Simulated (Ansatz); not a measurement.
# Lattice dynamics of Pb(100) slab, 5 layers

Aim: the vibrations of Pb(100) slab, 5 layers, their spectra, and whether the structure is stable.

Main program and level: Ansatz 0.2.0; DFT PBEsol, scalar-relativistic, plane waves, PAW; PAW set soft_1.

### Step 1. The starting structure

The cell holds 5 atoms: 5 Pb. Its edges and angles: a = 3.500 Å, b = 3.500 Å, c = 22.900 Å, α = 90.0°, β = 90.0°, γ = 90.0°. It derives from Pb. Vacuum lies along c.

### Step 2. Bringing the structure to rest

Harmonic phonons are second derivatives at a point where the forces vanish, and they are wanted at zero stress, so atoms and cell are relaxed first.

The program solves this slab on a cell height of its own, 43.6 Å, in place of the one typed.

Input file input.yaml:

```yaml
crystal:
  lattice:
    - [2.475, 2.475, 0.0]
    - [-2.475, 2.475, 0.0]
    - [0.0, 0.0, 22.9]
  atoms:
    - { symbol: Pb, position: [0.0, 0.0, 0.283843] }
    - { symbol: Pb, position: [0.5, 0.5, 0.391921] }
    - { symbol: Pb, position: [0.0, 0.0, 0.5] }
    - { symbol: Pb, position: [0.5, 0.5, 0.608079] }
    - { symbol: Pb, position: [0.0, 0.0, 0.716157] }
  periodic: [true, true, false]
kpoints:
  mp_grid: { grid: [10, 10, 1] }
hamiltonian:
  xc: pbesol
  pseudopotentials: { kind: paw, azcp: { folder: soft_1 }, xc_functional: pbe }
scf:
  occupations: { method: gaussian, width: 0.1 }
output:
  forces: true
  stress: true
  eigenvalues: true
  write_density: true
  write_potential: true
  elf: true
  volumetric_format: npy
relax:
  adjacent_minimum: "off"
  f_tol: 0.005
  max_steps: 80
  cell: { stress_2d_tol: 0.02 }
```

Started as:

```
ansatz run input.yaml --threads 4 --pin off --max-ram 16384MiB --backend cpu --events-out ev --progress --plain --runs-dir out
```

Numbers of over 12 decimals in the logs are rounded to 6 here.

The program printed:

```text
Warning: crystal.periodic: the lattice vector that does not repeat stood 0.000° off the slab's normal, 22.900 Å along it as the deck builds it. The run solves the slab on a vector along the normal, 43.600 Å long, with every atom where it was (on the deck's vector they left 13.00 Å outside them, and the widest stretch free of ions among them is 2.48 Å). A fractional position that the run reports is one of the run's ce [...]
crystal.periodic: the lattice vector that does not repeat stood 0.000° off the slab's normal, 22.900 Å along it as the deck builds it. The run solves the slab on a vector along the normal, 43.600 Å long, with every atom where it was (on the deck's vector they left 13.00 Å outside them, and the widest stretch free of ions among them is 2.48 Å). A fractional position that the run reports is one of the run's cell, which [...]
Engine: ansatz 0.2.0, aarch64-unknown-linux-gnu
Pseudopotentials: kind: paw
Pseudopotential: Pb, paw, valence charge 14, recommended cutoff 420 eV (normal), soft_1/Pb.paw.azcp
Functional definition: PBEsol
  exchange = pbesol_x
  correlation = pbesol_c
Crystal: 5 atoms, lattice volume = 534.154 Å³
Basis set: ecut = 420 eV, 10381 PW (Γ), exchange–correlation on 48×48×600 points (8 copies of the dense FFT grid, shifted against one another)
Bands: 42, of which v1, the nominal top of the filled ones, is band 35 counted from 1 (34 counted from 0)
Symmetry: 16 space group operations
Space group: P4/mmm (ITA 123), of the structure as read, at distance tolerance 8.1e-5 Å
k-points: 21 of 100
Non-local potential: Pb, projectors of the file, l = 0: 2, l = 1: 2, l = 2: 2, l = 3: 1
PAW form: soft (Blöchl's): semilocal exchange-correlation on the pseudo side does not see the compensation charge
PAW frozen core: Pb, regenerated for the run's functional, and the local potential with it (the file was generated under x = pbe(κ = 0.804, μ = 0.219515), c = pbe(β = 0.066725))
PAW one-centre angular grid: Pb, 590 points (default); XC on 64 Gauss nodes
Initial density: superposition of atomic densities (neutral atoms: chi_scale 0, normalization atom)
Initial wavefunctions: pseudopotential atomic-orbital guess
Functional: x = pbesol(κ = 0.804, μ = 0.123457), c = pbesol(β = 0.046)
iter 1 solved again at ethr=1.92e-3 eV; its pass at ethr=3.10e-3 eV (dr2=1.34e0 eV) is discarded
SCF iter   1: F=—  HF=-58785.260085 eV  |F-HF|=—  |Δ(HF+E_count)|=         —  Δρ=5.48e-3  dr2=1.40e0  ethr=1.92e-3  ⟨swp⟩=1.0  Hψ=6316  notcnv=0
preconditioner: auto → LDOS  [metal: Δε(μ)=0.025 eV  Ē_g=15.580 eV  σ=0.100 eV  W_gap=0.14  n_scr=70 (ndim 8)  ℏωp=13.4 eV  f_vac=0.669  D(μ)=5.26/eV (n_scr^D=18)  β→1.0]
SCF iter   2: F=—  HF=-58785.084794 eV  |F-HF|=—  |Δ(HF+E_count)|=   1.75e-1  Δρ=3.62e-3  dr2=1.14e-1  ethr=1.92e-3  ⟨swp⟩=4.3  Hψ=1906  notcnv=0  defer=4
SCF iter   3: F=—  HF=-58785.080049 eV  |F-HF|=—  |Δ(HF+E_count)|=   4.74e-3  Δρ=2.23e-3  dr2=4.79e-2  ethr=1.63e-4  ⟨swp⟩=3.2  Hψ=2274  notcnv=0  defer=21
SCF iter   4: F=—  HF=-58785.065985 eV  |F-HF|=—  |Δ(HF+E_count)|=   1.41e-2  Δρ=2.63e-4  dr2=5.46e-4  ethr=6.85e-5  ⟨swp⟩=3.1  Hψ=2112  notcnv=0  defer=25
SCF iter   5: F=—  HF=-58785.066013 eV  |F-HF|=—  |Δ(HF+E_count)|=   2.77e-5  Δρ=8.87e-5  dr2=1.48e-4  ethr=7.80e-7  ⟨swp⟩=3.7  Hψ=2067  notcnv=0  defer=25
SCF iter   6: F=—  HF=-58785.066006 eV  |F-HF|=—  |Δ(HF+E_count)|=   7.00e-6  Δρ=3.78e-5  dr2=1.02e-5  ethr=2.12e-7  ⟨swp⟩=2.7  Hψ=1675  notcnv=0  defer=27
SCF iter   7: F=—  HF=-58785.065999 eV  |F-HF|=—  |Δ(HF+E_count)|=   6.99e-6  Δρ=9.63e-6  dr2=4.71e-7  ethr=1.46e-8  ⟨swp⟩=3.1  Hψ=1903  notcnv=0  defer=27
iter 8 did not close the SCF: its close was put off until two iterations running show no level that it waits for move by more than its bar (scf_convergence_deferred on its scf_iter line)
SCF iter   8: F=-58785.065999 eV  HF=-58785.065999 eV  |F-HF|=4.26e-9  |Δ(HF+E_count)|=   3.50e-7  Δρ=2.49e-6  dr2=4.00e-8  ethr=1.43e-10  ⟨swp⟩=24.6  Hψ=10758  notcnv=0
iter 9 did not close the SCF: its close was put off until two iterations running show no level that it waits for move by more than its bar (scf_convergence_deferred on its scf_iter line)
SCF iter   9: F=-58785.065999 eV  HF=-58785.065999 eV  |F-HF|=1.33e-8  |Δ(HF+E_count)|=   8.01e-9  Δρ=7.56e-7  dr2=3.69e-9  ethr=5.71e-11  ⟨swp⟩=11.0  Hψ=7866  notcnv=0
SCF iter  10: F=-58785.065999 eV  HF=-58785.065999 eV  |F-HF|=1.93e-9  |Δ(HF+E_count)|=   1.33e-8  Δρ=2.55e-7  dr2=3.75e-10  ethr=5.28e-12  ⟨swp⟩=10.2  Hψ=7226  notcnv=0
SCF 1 converged in 10 iterations: F = -58785.065999 eV  dr2 = 3.75e-10
  greatest PAW one-centre occupation: 0.979 electrons in one spin orbital (limit 2), on the Pb atom at site 4 (counted from 0), in its partial waves of l = 2
relax step   1: F+E_penalty+E_count = -58785.06599936 eV  Δ(F+E_penalty+E_count) = +0.000e0 eV  max|allowed force component| = 1.936e-1 eV/Å  Δτ_max = 0.0000 Å  P = -3.169 N/m  Ω = 534.154 Å³  fix = [c, alpha, beta]  reactions: c +0.000 N/m  (10 SCF iters, dr2 threshold 1.00e-7 eV, accepted)
Crystal: 5 atoms, lattice volume = 516.554 Å³
Basis set: ecut = 420 eV, 10069 PW (Γ), exchange–correlation on 48×48×600 points (8 copies of the dense FFT grid, shifted against one another)
Initial density: handed on by an earlier stage of this run
Initial wavefunctions: those handed on with the density
iter 1 solved again at ethr=2.81e-6 eV; its pass at ethr=3.10e-3 eV (dr2=1.96e-3 eV) is discarded
SCF iter   1: F=—  HF=-58785.129237 eV  |F-HF|=—  |Δ(HF+E_count)|=         —  Δρ=4.91e-4  dr2=2.21e-3  ethr=2.81e-6  ⟨swp⟩=4.7  Hψ=7134  notcnv=0
preconditioner: auto → LDOS  [metal: Δε(μ)=0.050 eV  Ē_g=15.818 eV  σ=0.100 eV  W_gap=0.27  n_scr=62 (ndim 8)  ℏωp=13.7 eV  f_vac=0.678  D(μ)=5.15/eV (n_scr^D=18)  β→1.0]
SCF iter   2: F=—  HF=-58785.129019 eV  |F-HF|=—  |Δ(HF+E_count)|=   2.17e-4  Δρ=2.26e-4  dr2=3.84e-4  ethr=2.81e-6  ⟨swp⟩=2.7  Hψ=1788  notcnv=0
SCF iter   3: F=—  HF=-58785.128957 eV  |F-HF|=—  |Δ(HF+E_count)|=   6.20e-5  Δρ=1.36e-4  dr2=1.65e-4  ethr=5.48e-7  ⟨swp⟩=2.8  Hψ=2235  notcnv=0
SCF iter   4: F=—  HF=-58785.128911 eV  |F-HF|=—  |Δ(HF+E_count)|=   4.58e-5  Δρ=2.12e-5  dr2=1.86e-6  ethr=2.36e-7  ⟨swp⟩=2.5  Hψ=1657  notcnv=0
SCF iter   5: F=—  HF=-58785.128913 eV  |F-HF|=—  |Δ(HF+E_count)|=   1.27e-6  Δρ=8.85e-6  dr2=1.27e-6  ethr=7.14e-10  ⟨swp⟩=24.8  Hψ=12656  notcnv=0
SCF iter   6: F=-58785.128913 eV  HF=-58785.128913 eV  |F-HF|=3.62e-8  |Δ(HF+E_count)|=   3.12e-9  Δρ=2.65e-6  dr2=6.40e-8  ethr=7.14e-10  ⟨swp⟩=13.6  Hψ=9465  notcnv=0
SCF 2 converged in 6 iterations: F = -58785.128913 eV  dr2 = 6.40e-8
[...]
SCF iter   3: F=—  HF=-58785.145191 eV  |F-HF|=—  |Δ(HF+E_count)|=   5.96e-4  Δρ=1.14e-4  dr2=1.13e-4  ethr=2.05e-5  ⟨swp⟩=1.7  Hψ=945  notcnv=0
SCF iter   4: F=—  HF=-58785.145284 eV  |F-HF|=—  |Δ(HF+E_count)|=   9.29e-5  Δρ=7.94e-5  dr2=4.83e-5  ethr=1.61e-7  ⟨swp⟩=3.2  Hψ=1821  notcnv=0
SCF iter   5: F=—  HF=-58785.145269 eV  |F-HF|=—  |Δ(HF+E_count)|=   1.51e-5  Δρ=1.83e-5  dr2=1.97e-6  ethr=6.90e-8  ⟨swp⟩=2.9  Hψ=1882  notcnv=0
SCF iter   6: F=—  HF=-58785.145270 eV  |F-HF|=—  |Δ(HF+E_count)|=   6.24e-7  Δρ=7.56e-6  dr2=7.39e-7  ethr=5.44e-10  ⟨swp⟩=22.5  Hψ=11455  notcnv=0
SCF iter   7: F=-58785.145270 eV  HF=-58785.145270 eV  |F-HF|=4.98e-9  |Δ(HF+E_count)|=   3.08e-8  Δρ=2.52e-6  dr2=8.79e-8  ethr=5.44e-10  ⟨swp⟩=16.0  Hψ=9155  notcnv=0
SCF 3 converged in 7 iterations: F = -58785.145270 eV  dr2 = 8.79e-8
  greatest PAW one-centre occupation: 0.978 electrons in one spin orbital (limit 2), on the Pb atom at site 2 (counted from 0), in its partial waves of l = 2
relax step   3: F+E_penalty+E_count = -58785.14526954 eV  Δ(F+E_penalty+E_count) = -1.636e-2 eV  max|allowed force component| = 2.988e-2 eV/Å  Δτ_max = 0.0833 Å  P = +0.033 N/m  Ω = 505.104 Å³  energy of the carried Pulay correction = +1.432e-3 eV  fix = [c, alpha, beta]  reactions: c +0.000 N/m  (7 SCF iters, dr2 threshold 3.81e-7 eV, accepted)
[...]
relax step   4: F+E_penalty+E_count = -58785.14715136 eV  Δ(F+E_penalty+E_count) = -1.882e-3 eV  max|allowed force component| = 4.117e-3 eV/Å  Δτ_max = 0.0487 Å  P = -0.028 N/m  Ω = 502.579 Å³  energy of the carried Pulay correction = +1.563e-3 eV  fix = [c, alpha, beta]  reactions: c +0.000 N/m  (7 SCF iters, dr2 threshold 5.58e-8 eV, accepted)
[...]
relax step   5: F+E_penalty+E_count = -58785.14719461 eV  Δ(F+E_penalty+E_count) = -4.325e-5 eV  max|allowed force component| = 2.624e-3 eV/Å  Δτ_max = 0.0019 Å  P = +0.016 N/m  Ω = 502.105 Å³  energy of the carried Pulay correction = +1.587e-3 eV  fix = [c, alpha, beta]  reactions: c +0.000 N/m  (6 SCF iters, dr2 threshold 5.04e-10 eV, accepted)
Initial wavefunctions: pseudopotential atomic-orbital guess (no wavefunctions were taken with the density)
iter 1 solved again at ethr=6.65e-7 eV; its pass at ethr=3.10e-3 eV (dr2=4.66e-4 eV) is discarded
SCF iter   1: F=—  HF=-58785.145758 eV  |F-HF|=—  |Δ(HF+E_count)|=         —  Δρ=5.47e-5  dr2=2.48e-6  ethr=6.65e-7  ⟨swp⟩=5.1  Hψ=8918  notcnv=0
preconditioner: auto → LDOS  [metal: Δε(μ)=0.022 eV  Ē_g=15.849 eV  σ=0.100 eV  W_gap=0.12  n_scr=62 (ndim 8)  ℏωp=13.9 eV  f_vac=0.672  D(μ)=5.47/eV (n_scr^D=18)  β→1.0]
SCF iter   2: F=—  HF=-58785.145736 eV  |F-HF|=—  |Δ(HF+E_count)|=   2.18e-5  Δρ=1.08e-5  dr2=4.52e-7  ethr=3.54e-9  ⟨swp⟩=3.4  Hψ=2369  notcnv=0
SCF iter   3: F=—  HF=-58785.145736 eV  |F-HF|=—  |Δ(HF+E_count)|=   2.13e-7  Δρ=3.59e-6  dr2=4.60e-8  ethr=6.45e-10  ⟨swp⟩=2.6  Hψ=1682  notcnv=0
SCF iter   4: F=—  HF=-58785.145736 eV  |F-HF|=—  |Δ(HF+E_count)|=   5.17e-9  Δρ=6.87e-7  dr2=1.50e-9  ethr=6.58e-11  ⟨swp⟩=3.3  Hψ=2362  notcnv=0
SCF iter   5: F=—  HF=-58785.145736 eV  |F-HF|=—  |Δ(HF+E_count)|=   2.41e-9  Δρ=1.33e-7  dr2=1.07e-10  ethr=2.14e-12  ⟨swp⟩=3.0  Hψ=2102  notcnv=0
SCF iter   6: F=—  HF=-58785.145736 eV  |F-HF|=—  |Δ(HF+E_count)|=  1.67e-10  Δρ=3.70e-8  dr2=6.62e-12  ethr=1.00e-12  ⟨swp⟩=1.7  Hψ=1129  notcnv=0
SCF iter   7: F=—  HF=-58785.145736 eV  |F-HF|=—  |Δ(HF+E_count)|=  9.46e-11  Δρ=2.36e-8  dr2=3.66e-12  ethr=1.00e-12  ⟨swp⟩=14.7  Hψ=6925  notcnv=0
SCF iter   8: F=-58785.145736 eV  HF=-58785.145736 eV  |F-HF|=3.78e-10  |Δ(HF+E_count)|=    0.00e0  Δρ=7.28e-9  dr2=2.48e-13  ethr=1.00e-12  ⟨swp⟩=6.9  Hψ=4696  notcnv=0
SCF 6 converged in 8 iterations: F = -58785.145736 eV  dr2 = 2.48e-13
relax step   6: F+E_penalty+E_count = -58785.14573614 eV  Δ(F+E_penalty+E_count) = +1.458e-3 eV  max|allowed force component| = 2.688e-3 eV/Å  Δτ_max = 0.0000 Å  P = +0.008 N/m  Ω = 502.105 Å³  fix = [c, alpha, beta]  reactions: c +0.000 N/m  stress off target by 8.17e-3 N/m on what of the cell is left free  SCF on the basis re-selected at this cell (its energy is not comparable with the rows above)  (8 SCF iters)
basis re-selected at this cell: Δ(F+E_penalty+E_count) = +1.458e-3 eV, ΔP = -0.008 N/m vs the last step (what re-selecting the basis moved, of the pressure what is left beyond the Pulay correction that the steps carried, after the strain that the cell walked since its last selection, with what the two solves' SCF thresholds leave and, on support functions, any second-order correction that the steps lacked; it is no m [...]
WARN: The output density's exchange-correlation potential varies sharply where the density is thin. Do not read a vacuum level from v_tot or v_xc, or from such a field of the output density. On a cell that repeats whose density bears no net charge and no dipole along the vacuum's axis use v_es (v_loc + v_h of the components); under efield.dipole_correction with no amplitude use v_es + v_field, which holds any externa [...]
SCF converged after 8 iterations
Free energy (F): -58785.145736 eV
Harris-Foulkes:  -58785.145736 eV  (|F-HF|=3.78e-10)
Internal energy: -58785.118403 eV  (E = F + TS)
E sigma→0 (E₀):  -58785.132069 eV
Entropy (-TS):   -0.027333 eV (-5.467 meV/atom)
Fermi energy:    -3.755263 eV
--- Per-component energies (eV) ---
  E_band       = -1212.124672
  E_kinetic    = 1467.594561
  E_local      = -264186.556849  (includes V_loc(G=0)·N_el)
  E_nonlocal   = 1536.479116
  E_hartree    = 131006.964550
  E_xc         = -1020.713672
  E_vxc        = -690.287697  (∫ρ·V_xc dr)
  E_paw        = -51215.181743  (= ΣΔE_a)
  E_vpaw       = -1353.282947  (= ΣTr[D̂ρ^β])
  E_aug_tail   = -0.000042  (compensation charges beyond the density's cutoff)
  E_ewald      = 123625.984825
  E_core_change = 0.310851  (= ΣΔE_core)
  E_smearing   = -0.027333  (= −TS)
  E_closure    = 0.000000  (closes the sum)
  Σ components = -58785.145736   (vs F -58785.145736, Δ=0.00e0)
--- Forces (eV/Å), atoms counted from 1 ---
  atom   1  Pb     0.00000000    -0.00000000    -0.00268756
  atom   2  Pb     0.00000000     0.00000000     0.00195316
  atom   3  Pb    -0.00000000    -0.00000000     0.00000000
  atom   4  Pb     0.00000000    -0.00000000    -0.00195316
  atom   5  Pb     0.00000000    -0.00000000     0.00268756
  max |Σ_I F_I| component: 6.47e-29 eV/Å
--- 2D stress c σ (N/m, compression-positive) ---
        0.008173       0.000000       0.000000
       -0.000000       0.008173       0.000000
        0.000000       0.000000       0.000000
  P = ½ c Tr σ = 0.0082 N/m
--- Band table (eV; the first three rows and the last of 21) ---
  k-point 0: bands = [... 31 lower, -5.1812, -3.0269, -1.0518 (-1.0522°), -0.9643 (-0.9643°), -0.9643 (-0.9643°), -0.3824 (-0.3824°), -0.3824 (-0.3824°), -0.2092 (-0.2326°), ... 3 higher]
  k-point 1: bands = [... 31 lower, -5.1308, -3.2806, -2.1683, -1.5554 (-1.5554°), -1.3129 (-1.3129°), -0.8025 (-0.8025°), -0.2293 (-0.2375°), -0.2291 (-0.2291°), ... 3 higher]
  k-point 2: bands = [... 31 lower, -5.3080, -4.5268, -3.8305, -3.1241, -2.1584, -1.4113 (-1.4113°), -0.5081 (-0.5081°), -0.3288 (-0.3288°), ... 3 higher]
  k-point 20: bands = [... 31 lower, -6.7980, -6.2203, -6.2203, -5.0815, -5.0815, -3.6331, -3.6331, -3.0101, ... 3 higher]
  ° read free of the cell's end (the report's vacuum.weakly_bound_levels)
--- Relaxed structure (5 steps of the walk, 5 accepted, 1 SCFs on fresh bases) ---
  F+E_penalty+E_count = -58785.14573614 eV   max|allowed force component| = 2.688e-3 eV/Å   (the final SCF, on the basis selected at the relaxed cell)
  cell:  # Å, volume = 502.1054 Å³
    - [2.399602, 2.399602, 0.0]
    - [-2.399602, 2.399602, 0.0]
    - [0.0, 0.0, 43.5999812]
  atoms:
    - { symbol: Pb, position: [0, 0, 0.147234] }
    - { symbol: Pb, position: [0.5, 0.5, 0.203092] }
    - { symbol: Pb, position: [0, 0, 0.262615] }
    - { symbol: Pb, position: [0.5, 0.5, 0.322137] }
    - { symbol: Pb, position: [0, 0, 0.377996] }
```

Run time: 55 s. Hardware: 4 threads of Arm Neoverse V2, shared host; peak memory 1 GiB.

Relaxation path:

```csv
step,energy less that of the first step (eV),largest force component (eV/Å),volume (Å³)
1,0.0000,0.1936,534.15
2,-0.0629,0.0667,516.55
3,-0.0793,0.0299,505.10
4,-0.0812,0.0041,502.58
5,-0.0812,0.0026,502.11
6*,-0.0797,0.0027,502.11
```

Relaxation steps marked * repeat the geometry before them on a plane-wave basis chosen anew for their cell, so energy and pressure can jump there.

The run keeps the 16 symmetry operations that it works with, so distortions that break them were not tested.

```csv
cell as run,before,after,change
a (Å),3.500,3.394,-3.0 %
b (Å),3.500,3.394,-3.0 %
```

The atoms that moved most (Å, along periodic axes as changes of fractional coordinates times the final cell, across vacuum about the mean position):

```
atom     dx     dy      dz  length
 Pb4  0.000  0.000   0.120   0.120
 Pb2  0.000  0.000  -0.120   0.120
 Pb1  0.000  0.000  -0.081   0.081
 Pb5  0.000  0.000   0.081   0.081
```

The relaxed structure:

```xyz
5
Lattice="2.3996 2.3996 0.0000 -2.3996 2.3996 0.0000 0.0000 0.0000 43.6000" Properties=species:S:1:pos:R:3
Pb    0.0000    0.0000    6.4194
Pb    0.0000    2.3996    8.8548
Pb    0.0000    0.0000   11.4500
Pb    0.0000    2.3996   14.0452
Pb    0.0000    0.0000   16.4806
```

Numbers from this step:

```yaml
gap_on_the_k_mesh: 0 eV
area_per_atom: 2.303 Å²
```

ELF in the ac plane at fractional y = 0.000, with atoms of Pb within 0.2 Å of it. It is the smooth field of the valence electrons, not physical close to the nuclei.

Values, 24 rows by 14 columns, each cell a mean:
```
0.00 0.00 0.00 0.00 0.00 0.00 0.00 0.00 0.00 0.00 0.00 0.00 0.00 0.00
0.00 0.00 0.00 0.00 0.00 0.00 0.00 0.00 0.00 0.00 0.00 0.00 0.00 0.00
0.00 0.00 0.00 0.00 0.00 0.00 0.00 0.00 0.00 0.00 0.00 0.00 0.00 0.00
0.00 0.00 0.00 0.00 0.00 0.00 0.00 0.00 0.00 0.00 0.00 0.00 0.00 0.00
0.00 0.00 0.00 0.00 0.00 0.00 0.00 0.00 0.00 0.00 0.00 0.00 0.00 0.00
0.00 0.00 0.00 0.00 0.00 0.00 0.00 0.00 0.00 0.00 0.00 0.00 0.00 0.00
0.00 0.00 0.00 0.00 0.00 0.00 0.00 0.00 0.00 0.00 0.00 0.00 0.00 0.00
0.00 0.00 0.00 0.00 0.00 0.00 0.00 0.00 0.00 0.00 0.00 0.00 0.00 0.00
0.00 0.00 0.00 0.00 0.00 0.00 0.00 0.00 0.00 0.00 0.00 0.00 0.00 0.00
0.00 0.00 0.00 0.00 0.00 0.00 0.00 0.00 0.00 0.00 0.00 0.00 0.00 0.00
0.00 0.00 0.00 0.00 0.00 0.00 0.00 0.00 0.00 0.00 0.00 0.00 0.00 0.00
0.00 0.00 0.00 0.00 0.00 0.00 0.00 0.00 0.00 0.00 0.00 0.00 0.00 0.00
0.00 0.00 0.00 0.00 0.00 0.00 0.00 0.00 0.00 0.00 0.00 0.00 0.00 0.00
0.18 0.17 0.16 0.13 0.10 0.06 0.05 0.04 0.05 0.07 0.10 0.13 0.16 0.17
0.26 0.29 0.36 0.42 0.41 0.34 0.27 0.23 0.28 0.35 0.42 0.42 0.34 0.28
0.25 0.27 0.29 0.30 0.28 0.26 0.24 0.24 0.25 0.26 0.29 0.30 0.29 0.26
0.18 0.18 0.18 0.18 0.19 0.19 0.20 0.20 0.20 0.19 0.19 0.18 0.18 0.18
0.18 0.21 0.31 0.40 0.38 0.31 0.26 0.23 0.27 0.33 0.39 0.39 0.29 0.20
0.25 0.25 0.25 0.24 0.22 0.21 0.20 0.20 0.20 0.21 0.23 0.24 0.25 0.25
0.24 0.24 0.24 0.24 0.23 0.23 0.22 0.22 0.22 0.23 0.23 0.24 0.24 0.24
0.18 0.22 0.32 0.41 0.40 0.34 0.29 0.26 0.30 0.36 0.41 0.40 0.30 0.21
0.31 0.30 0.28 0.25 0.20 0.14 0.10 0.09 0.10 0.16 0.21 0.26 0.28 0.30
0.01 0.01 0.01 0.01 0.00 0.00 0.00 0.00 0.00 0.00 0.00 0.01 0.01 0.01
0.00 0.00 0.00 0.00 0.00 0.00 0.00 0.00 0.00 0.00 0.00 0.00 0.00 0.00
```
Columns run along a (3.4 Å), rows up along c (43.6 Å). Atoms in or near the plane, at fractional coordinates: Pb at (0.00, 0.15), Pb at (0.00, 0.26), Pb at (0.00, 0.38).

Electrostatic potential energy in the ac plane at fractional y = 0.000, with atoms of Pb within 0.2 Å of it. With pseudopotentials it is smooth inside the atoms' cores, unlike the true potential.

Ten even steps from '_' (-39 eV) to '@' (0 eV), each cell a mean:
```
@@@@@@@@@@@@@@@@@@@@@@@@@@@@@@@@@@
@@@@@@@@@@@@@@@@@@@@@@@@@@@@@@@@@@
@@@@@@@@@@@@@@@@@@@@@@@@@@@@@@@@@@
@@@@@@@@@@@@@@@@@@@@@@@@@@@@@@@@@@
@@@@@@@@@@@@@@@@@@@@@@@@@@@@@@@@@@
@@@@@@@@@@@@@@@@@@@@@@@@@@@@@@@@@@
@@@@@@@@@@@@@@@@@@@@@@@@@@@@@@@@@@
@@@@@@@@@@@@@@@@@@@@@@@@@@@@@@@@@@
@@@@@@@@@@@@@@@@@@@@@@@@@@@@@@@@@@
@@@@@@@@@@@@@@@@@@@@@@@@@@@@@@@@@@
@@@@@@@@@@@@@@@@@@@@@@@@@@@@@@@@@@
@@@@@@@@@@@@@@@@@@@@@@@@@@@@@@@@@@
@@@@@@@@@@@@@@@@@@@@@@@@@@@@@@@@@@
@@@@@@@@@@@@@@@@@@@@@@@@@@@@@@@@@@
::::::--==##%%@@@@@@@@%%##==--::::
====++++##%%@@@@@@@@@@@@%%##++++==
@@@@@@@@@@@@@@@@@@@@@@@@@@@@@@@@@@
______..--**%%%%@@@@%%%%**--..____
######%%%%@@@@@@@@@@@@@@@@%%%%####
####%%%%@@@@@@@@@@@@@@@@@@@@%%%%##
________::**%%%%@@@@%%%%**::______
@@@@@@@@@@@@@@@@@@@@@@@@@@@@@@@@@@
@@@@@@@@@@@@@@@@@@@@@@@@@@@@@@@@@@
@@@@@@@@@@@@@@@@@@@@@@@@@@@@@@@@@@
```
Columns run along a (3.4 Å; values clipped at the 3rd and 97th percentile), rows up along c (43.6 Å). Atoms in or near the plane, at fractional coordinates: Pb at (0.00, 0.15), Pb at (0.00, 0.26), Pb at (0.00, 0.38).

[end of part 1 of 3]

[Logs are printed without paths, hosts, clocks, repeated set-up lines and the standing remarks that a program may print on its own settings, such as how far it seeks lower states.]

[Hosts, paths, dates, database ids (printed as entryN), source tags and the programs' standing remarks are cut or masked in the printed files.]
